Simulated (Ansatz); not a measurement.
## LuHg (Pm-3m): phonons along a line and the smearing

Aim: see how the phonons of LuHg (Pm-3m) along the first symmetry line respond to the electronic smearing.

Main program and level: Ansatz 0.2.0; DFT PBEsol, scalar-relativistic, plane waves, PAW.

Most raw output is cut from this account.

**1. The structure**

The structure is cubic, space group Pm-3m (No. 221). The conventional cell has a = 3.607 Å, b = 3.607 Å, c = 3.607 Å, α = 90.00°, β = 90.00°, γ = 90.00°. Nearest to Lu lie 8 Hg at 3.12 Å. Hg has 8 Lu at 3.12 Å nearest. Farther neighbours are not listed.

**2. Relaxation**

The structure is brought to rest under this functional.

Contents of input.yaml:

```yaml
crystal:
  lattice:
    - [3.607, 0.0, 0.0]
    - [0.0, 3.607, 0.0]
    - [0.0, 0.0, 3.607]
  atoms:
    - { symbol: Lu, position: [0.5, 0.5, 0.5] }
    - { symbol: Hg, position: [0.0, 0.0, 0.0] }
kpoints:
  mp_grid: { grid: [8, 8, 8] }
hamiltonian:
  xc: pbesol
scf:
  occupations: { method: gaussian, width: 0.1 }
output:
  forces: true
  stress: true
  eigenvalues: true
  write_density: true
  write_potential: true
  elf: true
  volumetric_format: npy
relax:
  adjacent_minimum: "off"
  f_tol: 0.005
  max_steps: 80
  cell: { stress_tol: 0.05 }
```

Command:

```
$ ansatz run input.yaml --threads 4 --pin off --max-ram 8192MiB --backend cpu --events-out ev --progress --plain --runs-dir out
```

Run time: 3.8 s. Hardware: 4 threads of Arm Neoverse V2, shared host; peak memory 0.38 GiB; 13 s of CPU time.

The steps of the relaxation:

| step | energy less that of the first step (eV) | largest force component (eV/Å) | pressure (GPa) | volume (Å³) |
| --- | --- | --- | --- | --- |
| 1 | 0.0000 | 0.0000 | -1.20 | 46.93 |
| 2 | -0.0014 | 0.0000 | 1.01 | 45.67 |
| 3 | -0.0029 | 0.0000 | -0.03 | 46.23 |
| 4 | -0.0027 | 0.0000 | -0.03 | 46.23 |

The log counts 1 steps on a newly chosen plane-wave basis, not all of them marked here; energy and pressure can jump at such steps.

| conventional cell, symmetrised | before | after | change |
| --- | --- | --- | --- |
| a (Å) | 3.607 | 3.589 | -0.5 % |
| b (Å) | 3.607 | 3.589 | -0.5 % |
| c (Å) | 3.607 | 3.589 | -0.5 % |
| volume (Å³/atom) | 23.46 | 23.12 | -1.5 % |

Final coordinates:

```
Lu Hg
1.0
     3.58913    0.00000    0.00000
     0.00000    3.58913    0.00000
     0.00000    0.00000    3.58913
Lu Hg
1 1
Direct
  0.50000 0.50000 0.50000
  0.00000 0.00000 0.00000
```

This step gave:

```
pressure          : -0.02941 GPa
volume per atom   : 23.12 Å³
metallic on mesh  : yes
gap on the k-mesh : 0 eV
```

Valence density in the ac plane at fractional y = 0.000, with atoms of Hg within 0.2 Å of it. It is the smooth field of the valence electrons, not physical close to the nuclei.

Values in e/Å³, 14 rows by 14 columns, each cell a mean:
```
14 11  6  2  1  0  0  0  0  0  1  3  7 12
 8  7  4  1  0  0  0  0  0  0  1  2  4  7
 3  3  1  1  0  0  0  0  0  0  0  1  2  3
 1  1  1  0  0  0  0  0  0  0  0  0  1  1
 0  0  0  0  0  0  0  0  0  0  0  0  0  0
 0  0  0  0  0  0  0  0  0  0  0  0  0  0
 0  0  0  0  0  0  0  0  0  0  0  0  0  0
 0  0  0  0  0  0  0  0  0  0  0  0  0  0
 0  0  0  0  0  0  0  0  0  0  0  0  0  0
 1  1  0  0  0  0  0  0  0  0  0  0  0  1
 3  2  1  1  0  0  0  0  0  0  0  1  1  2
 7  6  3  1  0  0  0  0  0  0  1  1  4  6
13 10  6  2  1  0  0  0  0  0  1  3  7 11
17 13  7  3  1  0  0  0  0  0  1  3  8 14
```
Columns run along a (3.6 Å), rows up along c (3.6 Å). Atoms in or near the plane, at fractional coordinates: Hg at (0.00, 0.00).

ELF in the ac plane at fractional y = 0.000, with atoms of Hg within 0.2 Å of it. It is the smooth field of the valence electrons, not physical close to the nuclei.

Ten even steps from '0' (0.15) to '9' (0.76), each cell a mean:
```
87542222223467
65432222222456
54322322232344
33223322233223
22233211123322
22222100012222
12222100012222
22222100012222
22233211123322
22223322233222
44322322232234
65432222222345
86542222223457
98642221223568
```
Columns run along a (3.6 Å), rows up along c (3.6 Å). Atoms in or near the plane, at fractional coordinates: Hg at (0.00, 0.00).

Electrostatic potential energy in the ac plane at fractional y = 0.000, with atoms of Hg within 0.2 Å of it. With pseudopotentials it is smooth inside the atoms' cores, unlike the true potential.

Ten even steps from '_' (-31 eV) to '@' (20 eV), each cell a mean:
```
______--##@@@@@@@@@@##::____
____..++%%@@@@@@@@@@%%==..__
::::++##@@@@@@@@@@@@%%##==::
**##%%@@@@@@@@@@@@@@@@%%%%##
@@@@@@@@@@@@@@@@@@@@@@@@@@@@
@@@@@@@@@@@@@@@@@@@@@@@@@@@@
@@@@@@@@@@@@@@@@@@@@@@@@@@@@
@@@@@@@@@@@@@@@@@@@@@@@@@@@@
@@@@@@@@@@@@@@@@@@@@@@@@@@@@
##%%%%@@@@@@@@@@@@@@@@@@%%##
--==**%%@@@@@@@@@@@@@@##++--
____::**%%@@@@@@@@@@%%++..__
______==%%@@@@@@@@@@##::____
______--##@@@@@@@@@@**::____
```
Columns run along a (3.6 Å; values clipped at the 3rd and 97th percentile), rows up along c (3.6 Å). Atoms in or near the plane, at fractional coordinates: Hg at (0.00, 0.00).

The largest force is now zero by symmetry and the largest stress component 0.029 GPa, small enough for phonons.

**3. Wavevectors along a line: Fermi–Dirac smearing of 0.1 eV**

The smearing blurs the Fermi surface that screens the phonons; a Fermi–Dirac width is an electronic temperature.

Contents of input.yaml:

```yaml
crystal:
  lattice:
    - [3.5891338646, 0.0, 0.0]
    - [0.0, 3.5891338646, 0.0]
    - [0.0, 0.0, 3.5891338646]
  atoms:
    - { symbol: Lu, position: [0.5, 0.5, 0.5] }
    - { symbol: Hg, position: [0.0, 0.0, 0.0] }
kpoints:
  mp_grid: { grid: [16, 16, 16] }
hamiltonian:
  xc: pbesol
scf:
  occupations: { method: fermi_dirac, width: 0.1 }
output:
  eigenvalues: true
phonons:
  method: dfpt
  qpoints:
    - [0, 0, 0]
    - [0.0, 0.0625, 0.0]
    - [0.0, 0.1875, 0.0]
    - [0.0, 0.3125, 0.0]
    - [0.0, 0.4375, 0.0]
```

Wall time 7.5 min (4 threads); peak memory 3.8 GiB.

Each wavevector solved by linear response. Table of frequency by |q| along the line:

| \|q\| along the line (Å⁻¹) | mode 1 = mode 2 (cm⁻¹) | mode 3 (cm⁻¹) | mode 4 = mode 5 (cm⁻¹) | mode 6 (cm⁻¹) |
| --- | --- | --- | --- | --- |
| 0.000 | 0 | 0 | 86.2 | 86.2 |
| 0.109 | 10.7 | 16.1 | 85.9 | 87.3 |
| 0.328 | 30.2 | 45.2 | 83.6 | 94.0 |
| 0.547 | 46.2 | 65.0 | 79.9 | 103 |
| 0.766 | 57.3 | 71.4 | 75.8 | 110 |

**4. Wavevectors along a line: Fermi–Dirac smearing of 0.25 eV**

input.yaml: that of step 3 with these lines changed.

```diff
@@ -13,3 +13,3 @@
 scf:
-  occupations: { method: fermi_dirac, width: 0.1 }
+  occupations: { method: fermi_dirac, width: 0.25 }
 output:
```

Wider smearing eases the sum over k-points of a metal but moves the result away from its zero-temperature value.

It took 7.6 min on 4 threads; peak memory 3.9 GiB.

Each wavevector solved by linear response. Frequency against |q| along the line:

| \|q\| along the line (Å⁻¹) | mode 1 = mode 2 (cm⁻¹) | mode 3 (cm⁻¹) | mode 4 = mode 5 (cm⁻¹) | mode 6 (cm⁻¹) |
| --- | --- | --- | --- | --- |
| 0.000 | 0 | 0 | 86.9 | 86.9 |
| 0.109 | 10.6 | 15.8 | 86.7 | 87.9 |
| 0.328 | 30.3 | 44.4 | 84.7 | 94.3 |
| 0.547 | 46.7 | 64.6 | 81.0 | 103 |
| 0.766 | 57.8 | 73.4 | 76.9 | 109 |

Against step 3 (now smearing width 0.25 eV), the free energy moves by -59.9 meV an atom.

**5. Phonons along a line: Fermi–Dirac smearing of 0.04 eV**

Each wavevector is solved by itself, so no interpolation smooths a dip of the branch.

input.yaml: that of step 4 with these lines changed.

```diff
@@ -13,3 +13,3 @@
 scf:
-  occupations: { method: fermi_dirac, width: 0.25 }
+  occupations: { method: fermi_dirac, width: 0.04 }
 output:
```

Narrower smearing comes nearer the zero-temperature value but asks more of the mesh.

Elapsed: 7.2 min, on 4 threads; peak memory 3.8 GiB.

Each wavevector solved by linear response. Frequency against |q| along the line:

| \|q\| along the line (Å⁻¹) | mode 1 = mode 2 (cm⁻¹) | mode 3 (cm⁻¹) | mode 4 = mode 5 (cm⁻¹) | mode 6 (cm⁻¹) |
| --- | --- | --- | --- | --- |
| 0.000 | 0 | 0 | 85.7 | 85.7 |
| 0.109 | 10.9 | 16.5 | 85.5 | 87.1 |
| 0.328 | 30.7 | 45.9 | 83.2 | 94.7 |
| 0.547 | 46.2 | 65.4 | 79.4 | 103 |
| 0.766 | 57.1 | 71.1 | 75.5 | 111 |

Against step 3 (now smearing width 0.04 eV), the free energy moves by +9.1 meV an atom.

**6. Wavevectors along a line: Methfessel–Paxton smearing of 0.2 eV**

input.yaml: that of step 5 with these lines changed.

```diff
@@ -13,3 +13,3 @@
 scf:
-  occupations: { method: fermi_dirac, width: 0.04 }
+  occupations: { method: methfessel_paxton, width: 0.2 }
 output:
```

It took 7.4 min on 4 threads; peak memory 3.8 GiB.

Each wavevector solved by linear response. Frequency against |q| along the line:

| \|q\| along the line (Å⁻¹) | mode 1 = mode 2 (cm⁻¹) | mode 3 (cm⁻¹) | mode 4 = mode 5 (cm⁻¹) | mode 6 (cm⁻¹) |
| --- | --- | --- | --- | --- |
| 0.000 | 0 | 0 | 85.8 | 85.8 |
| 0.109 | 10.8 | 16.4 | 85.5 | 87.0 |
| 0.328 | 30.4 | 45.8 | 83.1 | 94.4 |
| 0.547 | 45.9 | 65.4 | 79.4 | 103 |
| 0.766 | 56.9 | 70.9 | 75.3 | 111 |

Against step 3 (now occupations Methfessel-Paxton and smearing width 0.2 eV), the free energy moves by +11.6 meV an atom.

**7. The lowest branch at each setting**

The lowest frequency by |q| along the line:

| \|q\| along the line (Å⁻¹) | fermi dirac 0.1 eV, k 16x16x16 (cm⁻¹) | fermi dirac 0.25 eV, k 16x16x16 (cm⁻¹) | fermi dirac 0.04 eV, k 16x16x16 (cm⁻¹) | methfessel paxton 0.2 eV, k 16x16x16 (cm⁻¹) |
| --- | --- | --- | --- | --- |
| 0.000 | 0 | 0 | 0 | 0 |
| 0.109 | 10.7 | 10.6 | 10.9 | 10.8 |
| 0.328 | 30.2 | 30.3 | 30.7 | 30.4 |
| 0.547 | 46.2 | 46.7 | 46.2 | 45.9 |
| 0.766 | 57.3 | 57.8 | 57.1 | 56.9 |

**8. Results**

```json
{
  "phonon run of the rows without a label of their own": "PBEsol, k 16×16×16",
  "lowest branch at the last solved point, Fermi–Dirac 0.1 eV": "57.3 cm⁻¹ at |q| = 0.766 Å⁻¹",
  "lowest branch at the last solved point, Fermi–Dirac 0.25 eV": "57.8 cm⁻¹ at |q| = 0.766 Å⁻¹",
  "lowest branch at the last solved point, Fermi–Dirac 0.04 eV": "57.1 cm⁻¹ at |q| = 0.766 Å⁻¹",
  "lowest branch at the last solved point, Methfessel–Paxton 0.2 eV": "56.9 cm⁻¹ at |q| = 0.766 Å⁻¹"
}
```

What this shows: No branch softens by more than 4 % of the top frequency as the smearing narrows, so no anomaly that hangs on the smearing shows at these points. The line holds 5 wavevectors, so a narrow dip between them would be missed. Between Fermi–Dirac 0.25 eV and Fermi–Dirac 0.04 eV the largest change, with modes counted by rank of frequency, is in mode 3 at |q| = 0.766 Å⁻¹, from 73.4 to 71.1 cm⁻¹. Where branches cross, a count by rank can hide a softening. At the narrowest width the k mesh may not resolve the Fermi surface, so part of the change can be mesh noise. Spin–orbit coupling, left out here, matters for Hg.

[Logs are printed without paths, hosts, clocks, repeated set-up lines and the standing remarks that a program may print on its own settings, such as how far it seeks lower states.]

[Hosts, paths, dates, database ids (printed as entryN), source tags and the programs' standing remarks are cut or masked in the printed files.]
